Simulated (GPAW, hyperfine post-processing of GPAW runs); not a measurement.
# MgMn3HO6: working out a paramagnetic 1H shift

A spin-polarised calculation (DFT, revPBE+U, plane-wave PAW, GPAW setups, collinear spin, scalar-relativistic; GPAW) with all Mn moments parallel (S = 2 each) puts a spin density ρ↑ − ρ↓ of 0.03144 e/Å³, counted along the moments, at one H nucleus (3 Mn through links of 120° (2) and 131° (1)). Take g = 2, spin-only moments and Θ = 0 K (a pure Curie law); γ/2π of 1H is 42.5775 MHz/T.

**Task.** Find the contact field, the hyperfine constant and the contact shift at 330 K and 400 K, supposing that the crystal is a paramagnet with these local moments at both.

1. A spin density ρ_s carries a moment density μB ρ_s, and the contact field is B_c = (2μ₀/3) μB ρ_s. For 1 e/Å³ that is 7.769 T, so B_c = 0.2443 T.

2. With H = A S·I summed over the ions, A = γB_c/(2πS) = 42.5775 × 0.2443 / 2 = 5.20 MHz.

3. In a field B0 the paramagnet reaches only a fraction of saturation, M/M_sat = g μB (S + 1) B0 / [3 k_B (T − Θ)]. At 330 K this is 4.0710e-03 per tesla, or 2.87 % at 7.05 T.

4. The shift is that fraction of B_c over B0, so B0 drops out: δ = 0.2443 × 4.0710e-03 × 10⁶ = 995 ppm at 330 K.

5. At 400 K it scales by (330 − Θ)/(400 − Θ) = 0.825, to 821 ppm.

6. The sign says that the spin at the nucleus is parallel to the Mn moments, as where half-filled orbitals delocalise onto the site. Over this level and the 5 others of the session's ladder with the same moment and an open gap (any hybrids aside), the field runs from 0.213 to 0.324 T. Orbital and pseudocontact parts are not included.

[Hosts, paths, dates, database ids (printed as entryN), source tags and the programs' standing remarks are cut or masked in the printed files.]
